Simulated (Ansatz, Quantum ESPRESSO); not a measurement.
# Screening and band shifts of antimonene, 1 layer, part 3 of 6

Wanted: polarisability and gap of antimonene, 1 layer against a perpendicular field.

Quantum ESPRESSO 7.5; plane-wave DFT, PBE, GBRV ultrasoft pseudopotentials; geometry and cross-check by Ansatz 0.2.0 with PAW datasets.

So far. Step 3 (SCF with pw.x: no field): The run needed 11 iterations to bring the estimated error under 1e-09 Ry; the largest force on any atom, held or free, is 0.02 eV/Å. Step 4 (Electrostatic potential): The vacuum is flat to 0.1 meV/Å, so its level is well defined. Inside the slab the curve depends on the local part of the pseudopotentials; only the vacuum level has a meaning of its own.

## 5. Band structure: no field

A bands run reads the converged density and follows the path given under K_POINTS.

File f0.bands.in:

```
&control
  prefix = 'f0.bands'
  outdir = './out'
  pseudo_dir = './pseudo'
  calculation = 'bands'
  tefield = .true.
  dipfield = .true.
/
&system
  ibrav = 0
  nat = 2
  ntyp = 1
  ecutwfc = 40
  ecutrho = 200
  occupations = 'smearing'
  smearing = 'fd'
  degauss = 0.004
  edir = 3
  emaxpos = 0.97
  eopreg = 0.04
  eamp = 0.0
  nbnd = 21
/
&electrons
  conv_thr = 1e-07
  mixing_beta = 0.4
  electron_maxstep = 120
  mixing_mode = 'local-TF'
/
ATOMIC_SPECIES
  Sb  121.7600  sb_pbe_v1.4.uspp.F.UPF
CELL_PARAMETERS angstrom
  4.12232118356679 0.00000000000000 0.00000000000000
  -2.06116059178340 3.57003486752758 0.00000000000000
  0.00000000000000 0.00000000000000 18.65000000000000
ATOMIC_POSITIONS crystal
  Sb  0.666666666667 0.333333333333 0.456186911757
  Sb  0.333333333333 0.666666666667 0.543813088243
K_POINTS crystal_b
4
  0.0000000000 0.0000000000 0.0000000000 14
  0.5000000000 0.0000000000 0.0000000000 14
  0.3333333333 0.3333333333 0.0000000000 14
  0.0000000000 0.0000000000 0.0000000000 1
```

The run is started by

```bash
$ cp -r out/f0.save out/f0.bands.save
$ cp out/f0.xml out/f0.bands.xml
$ OMP_NUM_THREADS=1 mpirun -n 4 pw.x -nk 4 -in f0.bands.in > f0.bands.out
```

The program printed:

```text
[banner, memory and clock lines left out]
Program PWSCF v.7.5 starts

          URL

     Presently no symmetry can be used with electric field

     Atomic positions and unit cell read from directory:
     ./out/f0.bands.save/

     G-vector sticks info

     bravais-lattice index     =            0
     lattice parameter (alat)  =       7.7901  a.u.
     unit-cell volume          =    1852.2079 (a.u.)^3
     number of atoms/cell      =            2
     number of atomic types    =            1
     number of electrons       =        30.00
     number of Kohn-Sham states=           21
     kinetic-energy cutoff     =      40.0000  Ry
     charge density cutoff     =     200.0000  Ry
     Exchange-correlation=  SLA  PW   PBX  PBC
                           (   1   4   3   4   0   0   0)

     celldm(1)=   7.790058  celldm(2)=   0.000000  celldm(3)=   0.000000
     celldm(4)=   0.000000  celldm(5)=   0.000000  celldm(6)=   0.000000

     crystal axes: (cart. coord. in units of alat)
               a(1) = (   1.000000   0.000000   0.000000 )
               a(2) = (  -0.500000   0.866025   0.000000 )
               a(3) = (   0.000000   0.000000   4.524150 )

     reciprocal axes: (cart. coord. in units 2 pi/alat)
               b(1) = (  1.000000  0.577350 -0.000000 )
               b(2) = (  0.000000  1.154701  0.000000 )
               b(3) = (  0.000000 -0.000000  0.221036 )

     PseudoPot. # 1 for Sb read from file:
     ./pseudo/sb_pbe_v1.4.uspp.F.UPF
     Pseudo is Ultrasoft + core correction, Zval = 15.0
     Generated by new atomic code, or converted to UPF format
     Using radial grid of  891 points,  6 beta functions with:
                l(1) =   0
                l(2) =   0
                l(3) =   1
                l(4) =   1
                l(5) =   2
                l(6) =   2
     Q(r) pseudized with  8 coefficients,  rinner =    1.350   1.350   1.350
                                                       1.350   1.350

     atomic species   valence    mass     pseudopotential
     Sb               15.00   121.76000     Sb( 1.00)

     No symmetry found

   Cartesian axes

     site n.     atom                  positions (alat units)
         1        Sb     tau(   1) = (   0.5000000   0.2886751   2.0638581  )
         2        Sb     tau(   2) = (  -0.0000000   0.5773503   2.4602921  )

     number of k points=    43  Fermi-Dirac smearing, width (Ry)=  0.0040
                       cart. coord. in units 2pi/alat
        k(    1) = (   0.0000000   0.0000000   0.0000000), wk =   0.0465116
        k(    2) = (   0.0357143   0.0206197   0.0000000), wk =   0.0465116
        k(    3) = (   0.0714286   0.0412393   0.0000000), wk =   0.0465116
        k(    4) = (   0.1071429   0.0618590   0.0000000), wk =   0.0465116
        k(    5) = (   0.1428571   0.0824786   0.0000000), wk =   0.0465116
        k(    6) = (   0.1785714   0.1030983   0.0000000), wk =   0.0465116
        k(    7) = (   0.2142857   0.1237179   0.0000000), wk =   0.0465116
        k(    8) = (   0.2500000   0.1443376   0.0000000), wk =   0.0465116
        k(    9) = (   0.2857143   0.1649572   0.0000000), wk =   0.0465116
        k(   10) = (   0.3214286   0.1855769   0.0000000), wk =   0.0465116
        k(   11) = (   0.3571429   0.2061965   0.0000000), wk =   0.0465116
        k(   12) = (   0.3928571   0.2268162   0.0000000), wk =   0.0465116
        k(   13) = (   0.4285714   0.2474358   0.0000000), wk =   0.0465116
        k(   14) = (   0.4642857   0.2680555   0.0000000), wk =   0.0465116
        k(   15) = (   0.5000000   0.2886751   0.0000000), wk =   0.0465116
        k(   16) = (   0.4880952   0.3092948   0.0000000), wk =   0.0465116
        k(   17) = (   0.4761905   0.3299144   0.0000000), wk =   0.0465116
        k(   18) = (   0.4642857   0.3505341   0.0000000), wk =   0.0465116
        k(   19) = (   0.4523810   0.3711537   0.0000000), wk =   0.0465116
        k(   20) = (   0.4404762   0.3917734   0.0000000), wk =   0.0465116
        k(   21) = (   0.4285714   0.4123930   0.0000000), wk =   0.0465116
        k(   22) = (   0.4166667   0.4330127   0.0000000), wk =   0.0465116
        k(   23) = (   0.4047619   0.4536324   0.0000000), wk =   0.0465116
        k(   24) = (   0.3928571   0.4742520   0.0000000), wk =   0.0465116
        k(   25) = (   0.3809524   0.4948717   0.0000000), wk =   0.0465116
        k(   26) = (   0.3690476   0.5154913   0.0000000), wk =   0.0465116
        k(   27) = (   0.3571429   0.5361110   0.0000000), wk =   0.0465116
        k(   28) = (   0.3452381   0.5567306   0.0000000), wk =   0.0465116
        k(   29) = (   0.3333333   0.5773503   0.0000000), wk =   0.0465116
        k(   30) = (   0.3095238   0.5361110   0.0000000), wk =   0.0465116
        k(   31) = (   0.2857143   0.4948717   0.0000000), wk =   0.0465116
        k(   32) = (   0.2619048   0.4536324   0.0000000), wk =   0.0465116
        k(   33) = (   0.2380952   0.4123930   0.0000000), wk =   0.0465116
        k(   34) = (   0.2142857   0.3711537   0.0000000), wk =   0.0465116
        k(   35) = (   0.1904762   0.3299144   0.0000000), wk =   0.0465116
        k(   36) = (   0.1666667   0.2886751   0.0000000), wk =   0.0465116
        k(   37) = (   0.1428571   0.2474358   0.0000000), wk =   0.0465116
        k(   38) = (   0.1190476   0.2061965   0.0000000), wk =   0.0465116
        k(   39) = (   0.0952381   0.1649572   0.0000000), wk =   0.0465116
        k(   40) = (   0.0714286   0.1237179   0.0000000), wk =   0.0465116
        k(   41) = (   0.0476190   0.0824786   0.0000000), wk =   0.0465116
        k(   42) = (   0.0238095   0.0412393   0.0000000), wk =   0.0465116
        k(   43) = (   0.0000000   0.0000000   0.0000000), wk =   0.0465116

     Dense  grid:    88569 G-vectors     FFT dimensions: (  36,  36, 160)

     Smooth grid:    63405 G-vectors     FFT dimensions: (  32,  32, 144)

     The potential is recalculated from file :
     ./out/f0.bands.save/charge-density

     negative rho (up, down):  2.988E-04 0.000E+00

     Adding external electric field

     Computed dipole along edir(3) :
        Dipole               -0.0000 Ry au,         -0.0000 Debye
        Dipole field         -0.0000 Ry au,

        Potential amp.        0.0000 Ry
        Total length         33.8337 bohr

     Starting wfcs are   18 randomized atomic wfcs +    3 random wfcs

     Band Structure Calculation
     Davidson diagonalization with overlap

     ethr =  3.33E-10,  avg # of iterations = 39.3

     End of band structure calculation

          k = 0.0000 0.0000 0.0000 (  7925 PWs)   bands (ev):

   -30.2511 -30.2511 -30.1804 -30.1804 -30.1354 -30.0742 -30.0742 -30.0378
[...]
-30.2444 -30.1927 -30.1580 -30.1343 -30.1151 -30.1111 -30.0860 -30.0794
   -30.0445 -29.9976 -11.2462  -9.2025  -4.6647  -3.1787  -2.9672  -0.1498
     0.9472   1.8864   3.5446   4.5302   4.9212

          k = 0.4643 0.2681 0.0000 (  7932 PWs)   bands (ev):

   -30.2441 -30.1911 -30.1523 -30.1284 -30.1166 -30.1158 -30.0875 -30.0839
   -30.0453 -29.9978 -11.0874  -9.3805  -4.6259  -3.2178  -3.0841  -0.0668
     0.8366   1.8808   3.4682   4.8702   5.2036

          k = 0.5000 0.2887 0.0000 (  7930 PWs)   bands (ev):

   -30.2440 -30.1906 -30.1498 -30.1231 -30.1218 -30.1166 -30.0873 -30.0860
   -30.0455 -29.9978 -11.0250  -9.4499  -4.6089  -3.2308  -3.1270  -0.0332
     0.7947   1.8787   3.4405   5.1266   5.2721

          k = 0.4881 0.3093 0.0000 (  7924 PWs)   bands (ev):

   -30.2440 -30.1903 -30.1497 -30.1237 -30.1220 -30.1161 -30.0874 -30.0858
   -30.0456 -29.9978 -11.0203  -9.4520  -4.6098  -3.2552  -3.1265   0.0062
     0.7888   1.8628   3.4476   5.1444   5.2768

          k = 0.4762 0.3299 0.0000 (  7922 PWs)   bands (ev):

   -30.2441 -30.1896 -30.1493 -30.1250 -30.1225 -30.1149 -30.0878 -30.0852
   -30.0460 -29.9980 -11.0064  -9.4585  -4.6134  -3.3228  -3.1251   0.1189
     0.7700   1.8193   3.4691   5.1938   5.2911

          k = 0.4643 0.3505 0.0000 (  7938 PWs)   bands (ev):

   -30.2441 -30.1883 -30.1487 -30.1266 -30.1234 -30.1135 -30.0884 -30.0843
   -30.0466 -29.9982 -10.9832  -9.4696  -4.6215  -3.4196  -3.1233   0.2920
     0.7352   1.7596   3.5061   5.2647   5.3146

          k = 0.4524 0.3712 0.0000 (  7920 PWs)   bands (ev):

   -30.2442 -30.1866 -30.1480 -30.1285 -30.1245 -30.1121 -30.0893 -30.0831
   -30.0475 -29.9985 -10.9507  -9.4862  -4.6379  -3.5278  -3.1218   0.5089
     0.6802   1.6985   3.5603   5.3460   5.3472

          k = 0.4405 0.3918 0.0000 (  7916 PWs)   bands (ev):

   -30.2442 -30.1844 -30.1470 -30.1304 -30.1258 -30.1106 -30.0905 -30.0817
   -30.0486 -29.9989 -10.9091  -9.5089  -4.6671  -3.6297  -3.1218   0.6027
     0.7526   1.6491   3.6345   5.3879   5.4299

          k = 0.4286 0.4124 0.0000 (  7928 PWs)   bands (ev):

   -30.2442 -30.1818 -30.1460 -30.1324 -30.1271 -30.1093 -30.0920 -30.0801
   -30.0499 -29.9993 -10.8584  -9.5387  -4.7132  -3.7105  -3.1247   0.5045
     1.0072   1.6196   3.7328   5.4342   5.5135

          k = 0.4167 0.4330 0.0000 (  7932 PWs)   bands (ev):

   -30.2443 -30.1788 -30.1449 -30.1345 -30.1283 -30.1081 -30.0936 -30.0783
   -30.0514 -29.9997 -10.7987  -9.5769  -4.7768  -3.7612  -3.1321   0.3917
     1.2569   1.6118   3.8604   5.4751   5.5971

          k = 0.4048 0.4536 0.0000 (  7932 PWs)   bands (ev):

   -30.2443 -30.1755 -30.1441 -30.1366 -30.1291 -30.1071 -30.0955 -30.0765
   -30.0531 -30.0001 -10.7301  -9.6245  -4.8537  -3.7801  -3.1461   0.2735
     1.4863   1.6237   4.0235   5.4588   5.6705

          k = 0.3929 0.4743 0.0000 (  7946 PWs)   bands (ev):

   -30.2443 -30.1718 -30.1437 -30.1387 -30.1292 -30.1065 -30.0974 -30.0746
   -30.0549 -30.0005 -10.6529  -9.6825  -4.9355  -3.7705  -3.1687   0.1590
     1.6516   1.6813   4.2275   5.3515   5.7152

          k = 0.3810 0.4949 0.0000 (  7950 PWs)   bands (ev):

   -30.2443 -30.1679 -30.1440 -30.1410 -30.1284 -30.1067 -30.0990 -30.0726
   -30.0568 -30.0008 -10.5673  -9.7518  -5.0136  -3.7381  -3.2019   0.0561
     1.6921   1.8305   4.4743   5.2258   5.7981

          k = 0.3690 0.5155 0.0000 (  7952 PWs)   bands (ev):

   -30.2442 -30.1638 -30.1449 -30.1432 -30.1267 -30.1082 -30.0998 -30.0707
   -30.0588 -30.0010 -10.4733  -9.8328  -5.0806  -3.6875  -3.2474  -0.0291
     1.7422   1.9279   4.7596   5.1172   5.8749

          k = 0.3571 0.5361 0.0000 (  7948 PWs)   bands (ev):

   -30.2442 -30.1594 -30.1463 -30.1456 -30.1242 -30.1107 -30.1000 -30.0687
   -30.0608 -30.0012 -10.3714  -9.9258  -5.1316  -3.6228  -3.3060  -0.0921
     1.7991   1.9728   5.0164   5.0931   5.8399

          k = 0.3452 0.5567 0.0000 (  7924 PWs)   bands (ev):

   -30.2442 -30.1550 -30.1481 -30.1480 -30.1211 -30.1140 -30.0999 -30.0668
   -30.0628 -30.0014 -10.2620 -10.0302  -5.1633  -3.5468  -3.3777  -0.1304
     1.8604   1.9691   4.9813   5.3946   5.7491

          k = 0.3333 0.5774 0.0000 (  7920 PWs)   bands (ev):

   -30.2442 -30.1507 -30.1507 -30.1496 -30.1176 -30.1176 -30.0998 -30.0648
   -30.0648 -30.0014 -10.1453 -10.1453  -5.1741  -3.4615  -3.4615  -0.1432
     1.9237   1.9237   4.9662   5.6274   5.6274

          k = 0.3095 0.5361 0.0000 (  7932 PWs)   bands (ev):

   -30.2442 -30.1565 -30.1539 -30.1411 -30.1253 -30.1094 -30.1003 -30.0684
   -30.0610 -30.0013 -10.4026  -9.8925  -5.1312  -3.6568  -3.2701  -0.0948
     1.7419   2.0458   5.0172   5.3601   5.4394

          k = 0.2857 0.4949 0.0000 (  7938 PWs)   bands (ev):

   -30.2444 -30.1635 -30.1578 -30.1329 -30.1319 -30.1019 -30.0999 -30.0713
   -30.0572 -30.0008 -10.6856  -9.6183  -5.0064  -3.8690  -3.0603   0.0388
     1.4923   2.1432   5.0251   5.1036   5.1299

          k = 0.2619 0.4536 0.0000 (  7948 PWs)   bands (ev):

   -30.2447 -30.1719 -30.1615 -30.1397 -30.1230 -30.1049 -30.0896 -30.0733
   -30.0535 -30.0002 -10.9810  -9.3304  -4.8089  -4.0719  -2.8439   0.2365
     1.2250   2.1943   4.6447   4.8097   5.1043

          k = 0.2381 0.4124 0.0000 (  7904 PWs)   bands (ev):

   -30.2451 -30.1815 -30.1649 -30.1456 -30.1147 -30.1089 -30.0788 -30.0744
   -30.0497 -29.9994 -11.2769  -9.0393  -4.5498  -4.2396  -2.6338   0.4738
     0.9741   2.1900   4.3064   4.4586   4.8186

          k = 0.2143 0.3712 0.0000 (  7906 PWs)   bands (ev):

   -30.2457 -30.1918 -30.1681 -30.1507 -30.1135 -30.1070 -30.0749 -30.0682
   -30.0456 -29.9986 -11.5635  -8.7593  -4.3473  -4.2403  -2.4454   0.7206
     0.7633   2.1442   4.0161   4.1140   4.5060

          k = 0.1905 0.3299 0.0000 (  7890 PWs)   bands (ev):

   -30.2464 -30.2024 -30.1708 -30.1554 -30.1182 -30.1000 -30.0750 -30.0588
   -30.0405 -29.9978 -11.8331  -8.5075  -4.3712  -3.8917  -2.2942   0.6095
     0.9344   2.0938   3.7666   3.8024   4.2473

          k = 0.1667 0.2887 0.0000 (  7874 PWs)   bands (ev):

   -30.2471 -30.2126 -30.1732 -30.1599 -30.1225 -30.0939 -30.0750 -30.0518
   -30.0337 -29.9970 -12.0801  -8.3008  -4.2909  -3.5165  -2.1922   0.5219
     1.0608   2.0789   3.5341   3.5429   4.0687

          k = 0.1429 0.2474 0.0000 (  7894 PWs)   bands (ev):

   -30.2480 -30.2220 -30.1753 -30.1643 -30.1263 -30.0885 -30.0748 -30.0471
   -30.0254 -29.9962 -12.3003  -8.1498  -4.0950  -3.1295  -2.1420   0.5012
     1.0734   2.0886   3.3159   3.3351   3.9675

          k = 0.1190 0.2062 0.0000 (  7884 PWs)   bands (ev):

   -30.2488 -30.2305 -30.1769 -30.1685 -30.1293 -30.0841 -30.0747 -30.0440
   -30.0170 -29.9956 -12.4906  -8.0539  -3.7857  -2.7494  -2.1349   0.5410
     1.0022   2.0394   3.1421   3.1465   3.9033

          k = 0.0952 0.1650 0.0000 (  7892 PWs)   bands (ev):

   -30.2496 -30.2377 -30.1782 -30.1724 -30.1317 -30.0805 -30.0745 -30.0417
   -30.0093 -29.9951 -12.6488  -8.0027  -3.3786  -2.4002  -2.1536   0.6327
     0.8814   1.8648   2.9840   2.9861   3.8320

          k = 0.0714 0.1237 0.0000 (  7895 PWs)   bands (ev):

   -30.2502 -30.2435 -30.1792 -30.1757 -30.1334 -30.0777 -30.0744 -30.0400
   -30.0029 -29.9947 -12.7733  -7.9813  -2.8995  -2.2029  -2.0861   0.7086
     0.7663   1.5858   2.8380   2.8524   3.7494

          k = 0.0476 0.0825 0.0000 (  7895 PWs)   bands (ev):

   -30.2507 -30.2477 -30.1799 -30.1782 -30.1345 -30.0757 -30.0743 -30.0388
   -29.9982 -29.9945 -12.8629  -7.9761  -2.3866  -2.2277  -1.8702   0.4387
     0.9212   1.3139   2.7196   2.7546   3.6720

          k = 0.0238 0.0412 0.0000 (  7919 PWs)   bands (ev):

   -30.2510 -30.2503 -30.1802 -30.1798 -30.1352 -30.0746 -30.0742 -30.0381
   -29.9952 -29.9943 -12.9170  -7.9769  -2.2495  -1.9161  -1.7351   0.0867
     1.0546   1.1557   2.6465   2.6931   3.6155

          k = 0.0000 0.0000 0.0000 (  7925 PWs)   bands (ev):

   -30.2511 -30.2511 -30.1804 -30.1804 -30.1354 -30.0742 -30.0742 -30.0378
   -29.9942 -29.9942 -12.9350  -7.9778  -2.2574  -1.6899  -1.6899  -0.1100
     1.1089   1.1089   2.6221   2.6718   3.5941

     XML data file, pseudopotentials, collected wavefunctions

                                        0.00s GPU  (     365 calls)
```

It took 14 s on 4 MPI ranks of Arm Neoverse V2, shared host; peak memory 0.34 GiB.

Read from the output:

```
conduction bottom, on the run's zero : -0.3889 eV
gap by band count                    : 1.301 eV
```

Band numbers count within the set of bands kept for display. The electronic bands at the labelled points (eV, zero at the highest filled level of the SCF mesh; v1 is the highest filled band, c1 the lowest empty one):

| point | v4 | v3 | v2 | v1 | c1 | c2 | c3 | c4 |
| --- | --- | --- | --- | --- | --- | --- | --- | --- |
| Γ | -6.29 | -0.57 | 0.00 | 0.00 | 1.58 | 2.80 | 2.80 | 4.31 |
| halfway | -6.48 | -2.59 | -0.94 | -0.52 | 1.38 | 3.48 | 3.51 | 4.90 |
| M | -7.76 | -2.92 | -1.54 | -1.44 | 1.66 | 2.48 | 3.57 | 5.13 |
| halfway | -7.89 | -3.09 | -2.07 | -1.44 | 2.08 | 2.95 | 3.30 | 5.55 |
| K | -8.46 | -3.48 | -1.77 | -1.77 | 1.55 | 3.61 | 3.61 | 6.66 |
| halfway | -6.61 | -2.60 | -1.83 | -0.50 | 2.21 | 2.75 | 3.77 | 5.22 |
| Γ | -6.29 | -0.57 | 0.00 | 0.00 | 1.58 | 2.80 | 2.80 | 4.31 |

The electronic bands as a text plot (rows in eV, shown from -8.0 to 5.3 only):

```
    5.0 |+      +++++     +++++++                   +++++       +
    4.5 |++++++++                                        ++++++++
    3.9 |                              ++ +++++++++++++++
    3.3 |     ++++++++++++++++++++++++++++++++           ++++
    2.8 |+++++         ++++++     ++          +++  ++++++++  ++++
    2.2 |  +++               +++++++           +++++++++++++++
    1.7 |++   +++++     ++++++++    +++++++++++               +++
    1.1 |          +++++
    0.6 |
    0.0 |****                                                ****
   -0.5 |**************                          ****************
   -1.1 |    *     ********                   ***       *  **
   -1.6 |     ***       **********************      **** **
   -2.2 |        **              *******  *****    *  ***
   -2.7 |          ***************             *******
   -3.3 |                         *************
   -3.8 |
   -4.4 |
   -5.0 |
   -5.5 |
   -6.1 |********                                        ********
   -6.6 |        ******                            ******
   -7.2 |              ***                     ****
   -7.7 |                 ************      ***
         Γ                   M           K                      Γ
```

Along this path the valence top lies at Γ and the conduction bottom between Γ and M.

(Continued in part 4 of 6.)

[Logs are printed without paths, hosts, clocks, repeated set-up lines and the standing remarks that a program may print on its own settings, such as how far it seeks lower states.]

[Hosts, paths, dates, database ids (printed as entryN), source tags and the programs' standing remarks are cut or masked in the printed files.]

[Maps of the electrostatic potential energy from Ansatz leave out the sawtooth potential of an applied field or a dipole correction, so their vacuum need not be flat; planar profiles and work functions include it.]
